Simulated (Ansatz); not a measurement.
# How fast states decay through YCN2Cl, part 2 of 4

Wanted: the relaxed cell of YCN2Cl, its band edges and its decay constants. It is built by putting Cl for F, Y for La in the LaCN2F structure of space group Cmcm, with the volume rescaled by atomic radii. The parent structure comes from the Materials Project.

Ansatz 0.2.0; PBE DFT, plane waves, PAW files (the session's first sound run).

So far. Step 2 (Cell and atoms at rest): The largest force component on a free atom ends at 0.0022 eV/Å.

The structure was built from a prototype and need not be the compound's stable phase.

### 3. Band edges

The energy window and the wavevectors of the next steps follow from the band edges, so these are searched first, off the mesh as well.

The input, input.yaml:

```yaml
crystal:
  lattice:
    - [1.7467660772, -5.1728334721, 0.0]
    - [1.7467660772, 5.1728334721, 0.0]
    - [0.0, 0.0, 10.1724300273]
  atoms:
    - { symbol: "Y", position: [0.1132532466, 0.8867467534, 0.25] }
    - { symbol: "Y", position: [0.8867467534, 0.1132532466, 0.75] }
    - { symbol: C, position: [0.5, 0.5, 0.5] }
    - { symbol: C, position: [0.5, 0.5, 0.0] }
    - { symbol: "N", position: [0.5625749497, 0.4374250503, 0.1025884601] }
    - { symbol: "N", position: [0.4374250503, 0.5625749497, 0.6025884601] }
    - { symbol: "N", position: [0.5625749497, 0.4374250503, 0.3974115399] }
    - { symbol: "N", position: [0.4374250503, 0.5625749497, 0.8974115399] }
    - { symbol: Cl, position: [0.1767953729, 0.8232046271, 0.75] }
    - { symbol: Cl, position: [0.8232046271, 0.1767953729, 0.25] }
kpoints:
  mp_grid: { grid: [6, 6, 4] }
  band_path: { path: [VBM, CBM], npoints: 30 }
scf:
  occupations: { method: fixed }
hamiltonian:
  xc: pbe
output:
  eigenvalues: true
  write_potential: true
  write_density: true
  volumetric_format: npy
```

Run with:

```bash
ansatz run input.yaml --threads 2 --pin off --max-ram 4096MiB --backend cpu --events-out ev --progress --plain --runs-dir out
```

Numbers of over 12 decimals in the logs are rounded to 6 here.

Log:

```text
[...]
Crystal: 10 atoms, lattice volume = 183.831 Å³
Basis set: ecut = 420 eV, 3553 PW (Γ)
Bands: 42, of which v1, the nominal top of the filled ones, is band 32 counted from 1 (31 counted from 0)
Symmetry: 8 space group operations
[...]
k-points: 39 of 144
[...]
SCF iter   1: F=—  HF=-11905.846649 eV  |F-HF|=—  |Δ(HF+E_count)|=         —  Δρ=2.90e-3  dr2=1.49e-2  ethr=1.77e-3  ⟨swp⟩=4.9  Hψ=5868  notcnv=0  defer=291
[...]
SCF iter   7: F=-11905.852309 eV  HF=-11905.852309 eV  |F-HF|=1.09e-7  |Δ(HF+E_count)|=   1.03e-6  Δρ=5.70e-6  dr2=7.13e-8  ethr=1.56e-10  ⟨swp⟩=10.0  Hψ=6835  notcnv=0
SCF 1 converged in 7 iterations: F = -11905.852309 eV  dr2 = 7.13e-8
[...]
NSCF: frozen V_eff on 52 k-points
[...]
SCF converged after 7 iterations
Free energy (F): -11905.852309 eV
[...]
Internal energy: -11905.852309 eV  (E = F + TS)
E sigma→0 (E₀):  -11905.852309 eV
Fermi energy:    4.300057 eV
[...]
--- Band table (eV; the first three rows and the last of 39) ---
  k-point 0: bands = [... 28 lower, 2.6678, 3.6157, 3.6228, 3.8857, 7.5587, 7.6340, 8.1682, 8.2302, ... 6 higher]
  k-point 1: bands = [... 28 lower, 2.8958, 3.6267, 3.6331, 3.7029, 7.5408, 7.5937, 8.3117, 8.4334, ... 6 higher]
  k-point 2: bands = [... 28 lower, 3.2958, 3.2958, 3.6405, 3.6405, 7.5400, 7.5400, 8.4965, 8.4965, ... 6 higher]
  k-point 38: bands = [... 28 lower, 3.1982, 3.1982, 3.8841, 3.8841, 7.3667, 7.3667, 8.7838, 8.7838, ... 6 higher]
```

It took 29 s on 2 threads of Arm Neoverse V2, shared host; peak memory 0.57 GiB; 57 s of CPU time.

Reading the cycles: dr2 is the Hartree energy of the density residual (eV), the measure of convergence; HF is the Harris–Foulkes estimate of the energy, which meets the free energy F at convergence.

Numbers from this step:

| Item | Value |
| --- | --- |
| free energy | -11905.8523 eV |
| Fermi energy | 4.300 eV |
| gap on the k-mesh | 3.005 eV |
| gap on path | 2.998 eV, by band count; negative where bands overlap |
| direct gap on path | 3.110 eV |
| edge places on path | 0, 0.6932 1/A along the path |

The electronic bands at the labelled points (eV, zero at the Fermi level (highest filled level under fixed occupations); v1 is the highest filled band, c1 the lowest empty one):

```
  point     v4     v3     v2     v1    c1    c2    c3    c4
    VBM  -1.69  -1.11  -0.91   0.01  3.66  4.30  4.34  4.41
halfway  -1.32  -0.97  -0.92  -0.05  3.60  3.61  4.10  4.27
    CBM  -1.57  -0.78  -0.54  -0.11  3.00  3.11  3.89  4.39
```

The searched edges give 3.00 eV, against 3.00 eV on the mesh.

### 4. Decaying states in the gap

This step: PBE DFT, plane waves, PAW files; complex bands by layer matching along the plane's normal (Ansatz 0.2.0).

The same crystal is laid in a cell whose first two vectors span the (001) plane (indices of the standard conventional cell, whose axes can be ordered otherwise than in the bulk input). At fixed energy and wavevector in the plane the solver finds all kz, real and complex. A few wavevectors are listed, (0, 0), (-0.5, 0) and (0.3021, -0.3854) in units of the plane's reciprocal vectors; the slowest state needn't be among them.

The input, input.yaml:

```yaml
crystal:
  lattice:
    - [5.459798335, 0.0, 0.0]
    - [1.11769393, 3.309913472, 0.0]
    - [0.0, 0.0, 10.172430027]
  atoms:
    - { symbol: "Y", position: [0.2265064932, 0.8867467534, 0.25] }
    - { symbol: "Y", position: [0.7734935068, 0.1132532466, 0.75] }
    - { symbol: C, position: [0.0, 0.5, 0.5] }
    - { symbol: C, position: [0.0, 0.5, 0.0] }
    - { symbol: "N", position: [0.1251498994, 0.4374250503, 0.1025884601] }
    - { symbol: "N", position: [0.8748501006, 0.5625749497, 0.6025884601] }
    - { symbol: "N", position: [0.1251498994, 0.4374250503, 0.3974115399] }
    - { symbol: "N", position: [0.8748501006, 0.5625749497, 0.8974115399] }
    - { symbol: Cl, position: [0.3535907458, 0.8232046271, 0.75] }
    - { symbol: Cl, position: [0.6464092542, 0.1767953729, 0.25] }
kpoints:
  mp_grid: { grid: [8, 8, 4] }
scf:
  occupations: { method: fixed }
hamiltonian:
  xc: pbe
output:
  eigenvalues: true
  transmission:
    leads: [[0, 0]]
    kpoints: [[0.0, 0.0], [-0.5, 0.0], [0.3021, -0.3854]]
    e_range: [-1.0, 4.0]
    de: 0.12
```

Log:

```text
[...]
Crystal: 10 atoms, lattice volume = 183.831 Å³
Basis set: ecut = 420 eV, 3553 PW (Γ)
Bands: 42, of which v1, the nominal top of the filled ones, is band 32 counted from 1 (31 counted from 0)
Symmetry: 8 space group operations
[...]
k-points: 63 of 256
[...]
SCF iter   1: F=—  HF=-11905.846760 eV  |F-HF|=—  |Δ(HF+E_count)|=         —  Δρ=2.90e-3  dr2=1.49e-2  ethr=1.77e-3  ⟨swp⟩=4.8  Hψ=9336  notcnv=0  defer=467
[...]
SCF iter   7: F=-11905.852427 eV  HF=-11905.852427 eV  |F-HF|=1.09e-7  |Δ(HF+E_count)|=   1.01e-6  Δρ=5.74e-6  dr2=7.13e-8  ethr=1.56e-10  ⟨swp⟩=9.9  Hψ=11066  notcnv=0
SCF 1 converged in 7 iterations: F = -11905.852427 eV  dr2 = 7.13e-8
[...]
transmission: 16 of 48 steps passed
transmission: 32 of 48 steps passed
transmission: 48 of 48 steps passed
SCF converged after 7 iterations
Free energy (F): -11905.852427 eV
[...]
Internal energy: -11905.852427 eV  (E = F + TS)
E sigma→0 (E₀):  -11905.852427 eV
Fermi energy:    4.299819 eV
[...]
--- Band table (eV; the first three rows and the last of 63) ---
  k-point 0: bands = [... 28 lower, 2.6678, 3.6157, 3.6228, 3.8857, 7.5587, 7.6340, 8.1682, 8.2302, ... 6 higher]
  k-point 1: bands = [... 28 lower, 2.8958, 3.6267, 3.6331, 3.7028, 7.5409, 7.5937, 8.3117, 8.4334, ... 6 higher]
  k-point 2: bands = [... 28 lower, 3.2957, 3.2957, 3.6404, 3.6404, 7.5400, 7.5400, 8.4965, 8.4965, ... 6 higher]
  k-point 62: bands = [... 28 lower, 3.1982, 3.1982, 3.8840, 3.8840, 7.3667, 7.3667, 8.7838, 8.7838, ... 6 higher]
--- Transmission ---
  basis      : 157 plane waves across, 16 finite elements along
  points     : 3, as listed
  energies   : 42 from -1.000000 to 3.920000 eV about the Fermi level, 0.120000 eV apart; the leads are filled to 1.502402 eV, and channels, transmission and decay are at 1.520000 eV
  crystal 0  : Y2Cl2N4C2, at the sites [0, 0], period 10.1724 Å: whole cells are its period
    offset         : up to 0.0000 Å between an atom of the period and one for which it stands
    channels       : 0.000000e0 a spin
    conductance    : none, the energies end too early or step too widely for 300 K: set another output.transmission.e_range or a lower de, or, where they end at an eighth of basis.ecutwfc, a higher one
    slowest decay  : 0.3119 /Å at (0.0000, 0.0000)
```

Run time: 40 s. Hardware: 2 threads; peak memory 0.63 GiB.

Numbers from this step:

```
free energy                                               : -11905.8524 eV
level to which the leads are filled                       : 1.502 eV from the Fermi level
decay constant at the filling level, zone centre          : 0.3120 Å⁻¹
decay constant at the filling level, slowest listed point : 0.3119 Å⁻¹
```

K parallel (0, 0); values up to 1.5 1/Å, a degenerate pair printed once or twice; energies at which all values exceed this have no row. The Im kz of the slowest decaying states by energy, zero at the highest filled level on the SCF mesh:

```
energy (eV)  decay 1 (Å⁻¹)  decay 2 (Å⁻¹)  decay 3 (Å⁻¹)  decay 4 (Å⁻¹)
      -1.00          0.347          0.418          0.479           1.07
      -0.64          0.168          0.508           1.02           1.13
      -0.28          0.123          0.434          0.528          0.972
      -0.04          0.195          0.484          0.537          0.943
       0.08          0.218          0.501          0.541          0.929
       0.44          0.266          0.535          0.548          0.890
       0.80          0.293          0.549          0.550          0.855
       1.16          0.307          0.546          0.551          0.822
       1.40          0.311          0.541          0.544          0.800
       1.76          0.310          0.525          0.529          0.768
       2.12          0.301          0.493          0.511          0.735
       2.48          0.284          0.445          0.486          0.702
       2.84          0.257          0.366          0.452          0.666
       3.20          0.148          0.217          0.404          0.627
       3.56          0.154          0.225          0.286          0.349
       3.92         0.0516          0.310          0.340          0.537
```

K parallel (-0.5, 0); values up to 1.5 1/Å, a degenerate pair printed once or twice; energies at which all values exceed this have no row. The Im kz of the slowest decaying states by energy, zero at the highest filled level on the SCF mesh:

```
energy (eV)  decay 1 (Å⁻¹)  decay 2 (Å⁻¹)  decay 3 (Å⁻¹)  decay 4 (Å⁻¹)
      -1.00          0.176          0.637          0.921           1.20
      -0.64          0.648          0.944           1.13           1.29
      -0.28          0.171          0.658          0.966           1.05
      -0.04          0.128          0.226          0.663          0.979
       0.08          0.209          0.245          0.664          0.984
       0.44          0.286          0.331          0.667          0.924
       0.80          0.310          0.397          0.665          0.871
       1.16          0.323          0.438          0.658          0.822
       1.40          0.326          0.456          0.650          0.790
       1.76          0.325          0.471          0.631          0.744
       2.12          0.316          0.470          0.602          0.699
       2.48          0.299          0.442           0.56          0.659
       2.84          0.272          0.327          0.493          0.638
       3.20          0.233          0.361          0.663          0.724
       3.56          0.171          0.484          0.591          0.691
       3.92          0.514          0.516          0.652           1.01
```

K parallel (0.3021, -0.3854); values up to 1.5 1/Å, a degenerate pair printed once or twice; energies at which all values exceed this have no row. Table of Im kz of the slowest decaying states by energy, zero at the highest filled level on the SCF mesh:

```
energy (eV)  decay 1 (Å⁻¹)  decay 2 (Å⁻¹)  decay 3 (Å⁻¹)  decay 4 (Å⁻¹)
      -1.00          0.113          0.180          0.750          0.864
      -0.64          0.311          0.796          0.799           1.21
      -0.28          0.377          0.753          0.824           1.19
      -0.04          0.406          0.741          0.827           1.18
       0.08          0.105          0.418          0.738          0.826
       0.44          0.233          0.444          0.731          0.817
       0.80          0.290          0.461          0.727          0.801
       1.16          0.321          0.470          0.725          0.778
       1.40          0.333          0.473          0.723          0.761
       1.76          0.339          0.473          0.718          0.731
       2.12          0.334          0.467          0.697          0.711
       2.48          0.317          0.457          0.658          0.699
       2.84          0.285          0.442          0.613          0.684
       3.20          0.231          0.422          0.559          0.663
       3.56          0.119          0.399          0.488          0.638
       3.92          0.370          0.387          0.607          0.757
```

At the listed wavevectors the last open channel is at -0.04 eV and the next at +3.08 eV on the grid. At +1.52 eV, the grid energy nearest the filling level (the middle of the gap on the SCF mesh), the slowest state at the listed wavevectors decays with κ = 0.312 Å⁻¹, its amplitude falling by e over 3.2 Å. Through 1 nm of this crystal that state's transmission falls by exp(−2 × 0.312 Å⁻¹ × 10 Å) = 0.0020.

### 5. Band edges at another level

This step: PBEsol DFT, plane waves, PAW files (Ansatz 0.2.0).

The edges again with PBEsol, at the same atoms.

The input, input.yaml:

```yaml
crystal:
  lattice:
    - [1.7467660772, -5.1728334721, 0.0]
    - [1.7467660772, 5.1728334721, 0.0]
    - [0.0, 0.0, 10.1724300273]
  atoms:
    - { symbol: "Y", position: [0.1132532466, 0.8867467534, 0.25] }
    - { symbol: "Y", position: [0.8867467534, 0.1132532466, 0.75] }
    - { symbol: C, position: [0.5, 0.5, 0.5] }
    - { symbol: C, position: [0.5, 0.5, 0.0] }
    - { symbol: "N", position: [0.5625749497, 0.4374250503, 0.1025884601] }
    - { symbol: "N", position: [0.4374250503, 0.5625749497, 0.6025884601] }
    - { symbol: "N", position: [0.5625749497, 0.4374250503, 0.3974115399] }
    - { symbol: "N", position: [0.4374250503, 0.5625749497, 0.8974115399] }
    - { symbol: Cl, position: [0.1767953729, 0.8232046271, 0.75] }
    - { symbol: Cl, position: [0.8232046271, 0.1767953729, 0.25] }
kpoints:
  mp_grid: { grid: [6, 6, 4] }
  band_path: { path: [VBM, CBM], npoints: 30 }
scf:
  occupations: { method: fixed }
hamiltonian:
  xc: pbesol
output:
  eigenvalues: true
```

Log:

```text
[...]
Crystal: 10 atoms, lattice volume = 183.831 Å³
Basis set: ecut = 420 eV, 3553 PW (Γ)
Bands: 42, of which v1, the nominal top of the filled ones, is band 32 counted from 1 (31 counted from 0)
Symmetry: 8 space group operations
[...]
k-points: 39 of 144
[...]
SCF iter   1: F=—  HF=-11730.975820 eV  |F-HF|=—  |Δ(HF+E_count)|=         —  Δρ=7.41e-3  dr2=1.02e-1  ethr=1.77e-3  ⟨swp⟩=4.9  Hψ=5829  notcnv=0  defer=291
[...]
SCF iter   8: F=-11730.955979 eV  HF=-11730.955979 eV  |F-HF|=1.65e-8  |Δ(HF+E_count)|=   2.20e-7  Δρ=2.01e-6  dr2=1.08e-8  ethr=1.56e-10  ⟨swp⟩=11.6  Hψ=6104  notcnv=0
SCF 1 converged in 8 iterations: F = -11730.955979 eV  dr2 = 1.08e-8
[...]
SCF converged after 8 iterations
Free energy (F): -11730.955979 eV
[...]
Internal energy: -11730.955979 eV  (E = F + TS)
E sigma→0 (E₀):  -11730.955979 eV
Fermi energy:    4.198787 eV
[...]
--- Band table (eV; the first three rows and the last of 39) ---
  k-point 0: bands = [... 28 lower, 2.5554, 3.5013, 3.5026, 3.7874, 7.3924, 7.4462, 8.0476, 8.0899, ... 6 higher]
  k-point 1: bands = [... 28 lower, 2.7946, 3.5134, 3.5142, 3.6031, 7.3716, 7.4117, 8.1637, 8.3149, ... 6 higher]
  k-point 2: bands = [... 28 lower, 3.1940, 3.1940, 3.5254, 3.5254, 7.3652, 7.3652, 8.3402, 8.3402, ... 6 higher]
  k-point 38: bands = [... 28 lower, 3.0896, 3.0896, 3.7755, 3.7755, 7.1871, 7.1871, 8.6608, 8.6608, ... 6 higher]
```

Wall time 29 s (2 threads); peak memory 0.57 GiB.

This step gave:

```
free energy        : -11730.9560 eV
Fermi energy       : 4.199 eV
gap on the k-mesh  : 2.927 eV
gap on path        : 2.921 eV, by band count; negative where bands overlap
direct gap on path : 3.031 eV
```

Electronic bands along the path, in eV, zero at the Fermi level (highest filled level under fixed occupations); v1 is the highest filled band, c1 the lowest empty one:

```
  point     v4     v3     v2     v1    c1    c2    c3    c4
    VBM  -1.71  -1.12  -0.93   0.01  3.60  4.26  4.31  4.37
halfway  -1.33  -0.98  -0.95  -0.05  3.53  3.53  4.05  4.25
    CBM  -1.53  -0.80  -0.54  -0.10  2.93  3.02  3.87  4.37
```

The searched edges give 2.92 eV, against 2.93 eV on the mesh.

(Continued in part 3 of 4.)

[Logs are printed without paths, hosts, clocks, repeated set-up lines and the standing remarks that a program may print on its own settings, such as how far it seeks lower states.]

[Hosts, paths, dates, database ids (printed as entryN), source tags and the programs' standing remarks are cut or masked in the printed files.]
